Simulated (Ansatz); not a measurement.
# Static equation of state of amorphous carbon (123 atoms)

Density of this cell: 2.00 g/cm³. The cell holds 123 atoms: 123 C. Its edges and angles: a = 10.735 Å, b = 10.485 Å, c = 10.926 Å, α = 89.0°, β = 91.3°, γ = 89.0°. The starting structure: 123 atoms (123 C) placed at random at 1.8 g/cm³, melted at 6000 K for 10 ps at fixed volume with the LCBOP (Los and Fasolino, Phys. Rev. B 68, 024107 (2003)). Quenched from 5000 K to 300 K at 500 K/ps and fixed volume, held 5 ps, then minimised at fixed cell.

Calculated with Ansatz 0.2.0: Kohn-Sham DFT, PBE, PAW (set soft_2), plane waves; cutoff 420 eV, Γ point, fermi-dirac smearing of 0.025 eV. Cell and atoms were relaxed first, to V0 = 9.9931 Å³ an atom at a residual P0 = 0.009 GPa. The cell was then scaled evenly, and the atoms were relaxed at each volume.

| volume (Å³/atom) | pressure (GPa) |
| --- | --- |
| 8.9938 | ? |
| 9.3935 | 9.386 |
| 9.6933 | 4.585 |
| 10.293 | -4.245 |
| 10.593 | -8.079 |

Task: Fit the third-order Birch–Murnaghan equation to the rows given and extrapolate to the withheld row.

**Working.**

Take the Eulerian strain f = ½[(V0/V)^(2/3) − 1] and the normalised pressure F = (P − P0) / [3f(1 + 2f)^(5/2)]. The third-order Birch–Murnaghan equation is then the line F = B0 + (3/2)B0(B′ − 4) f, so u = f and v = F.

| u = f | v = F (GPa) |
| --- | --- |
| 0.0210566 | 133.896 |
| 0.0102567 | 141.379 |
| -0.00975636 | 152.679 |
| -0.0190507 | 155.935 |

With n = 4: mean u = 6.2656e-4, mean v = 145.972, Σ(u − ū)² = 0.0010051, Σ(u − ū)(v − v̄) = -0.55663. Slope b = -0.55663 / 0.0010051 = -553.79; intercept a = v̄ − b ū = 146.32.

So B0 = a = 146 GPa and B′ = 4 + 2b/(3a) = 1.48. At the withheld volume f = 0.03638, F = a + b f = 126.2 GPa, and P = P0 + 3f(1 + 2f)^(5/2) F.

Prediction at 8.9938: 16.42 GPa. The run gave 13.47 GPa, so the fit is high by 3.0 GPa (22 % of the value).

The series isn't one smooth equation of state: even a line fitted to all rows, the withheld one included, misses F by up to 8.7 %, the count of bonds changes along the series and an atom moves over 0.5 Å in some relaxation. B0 and B′ are then only the numbers of this fit, not moduli of the material. Among the rows given, the largest miss of the fit is at 9.3935, by 0.053 GPa (0.25 % of the range of the table).

Limits: Static cells at zero temperature; the cell shape is held. The program notes that the SCF threshold of these relaxations is loose for the stress. The quench rate of 500 K/ps is many orders above laboratory rates, so the cell is likely richer in defects and strain than a real sample. The network of bonds at the start is that of the classical potential that made the cell, and needn't be the one that DFT or experiment would give. Only the Γ point is sampled, in a cell whose shortest periodic width is 10 Å.

[Hosts, paths, dates, database ids (printed as entryN), source tags and the programs' standing remarks are cut or masked in the printed files.]
